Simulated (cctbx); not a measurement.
## Lattice, Laue class and space group of a new crystal

Cell: a = 12.7220 Å, b = 12.7220 Å, c = 12.7220 Å, α = 90.00°, β = 90.00°, γ = 90.00°. Expected content of the cell: Tb8 Sn50 Cd24.

Simulated single-crystal data (cctbx): Mo Kα, λ = 0.71073 Å, to d = 0.75 Å, 70 % of the full sphere, strongest reflection 40000 counts, noise from counting, a 6 % proportional error and a noise floor of 8 counts (s.d.); no absorption, some extinction.

A first pass over the reflections prints:

```text
14216 reflections to d = 0.752 A
centring   violations  <I/sigma> of those
    A       3260 of  7140      5.4
    B       3229 of  7095      5.4
    C       3259 of  7159      5.4
    I          0 of  7095      0.0
    R       4345 of  9449      5.6
    F       4874 of 10697      5.4
Laue class    unique    Rint  (classes that these axes allow; Friedel mates merged)
I 1 2/m 1        2612   0.043
I 1 1 2/m        2607   0.043
I 2/m 1 1        2613   0.043
I m m m          1435   0.047
I 4/m            1327   0.047
I 4/m m m         762   0.049
I m -3            482   0.051
I m -3 m          285   0.051
space group    extra absences  I>4sigma  <I/sigma>
I 4 3 2                 0          0         -  acentric
I -4 3 m                0          0         -  acentric
I m -3 m                0          0         -  centric
Wilson B = 1.17 A^2   <|E^2-1|> = 0.849 (0.968 centric, 0.736 acentric)   E^2>4: 1.8 %
shell (A)         n   <I/sigma>
 9.00 - 1.50     46     52.6
 1.50 - 1.19     37     50.3
 1.19 - 1.04     37     59.0
 1.04 - 0.95     35     53.5
 0.95 - 0.88     34     46.9
 0.88 - 0.83     34     50.6
 0.83 - 0.79     29     52.4
 0.79 - 0.75     33     46.2
```

Q: Read the symmetry from these tables.

The reflections that I centring forbids are absent (⟨I/σ⟩ near 0), so the lattice is I.

Rint stays low (0.043 to 0.051) up to I m -3 m, the highest class in these axes.

3 settings pass the absence test. No glide or screw absences show, which leaves I 4 3 2, I -4 3 m and I m -3 m.

⟨|E²−1|⟩ = 0.849 lies between the two ideal values. The Wilson B of 1.17 Å² means U ≈ 0.0148 Å².

The true group is Im-3 (no. 204), Laue class m-3, centrosymmetric. It isn't in the list: the twinning raises the apparent Laue symmetry.

The crystal is twinned by the law (-1 0 0 0 0 -1 0 -1 0) with a minor fraction of 0.5; Rint in the higher class falls towards the noise as the fraction nears 1/2.

The model was made for the exercise: a known structure type with other elements put in, its volume estimated, not relaxed; displacement parameters are assumed.

[Logs are printed without paths, hosts, clocks, repeated set-up lines and the standing remarks that a program may print on its own settings, such as how far it seeks lower states.]
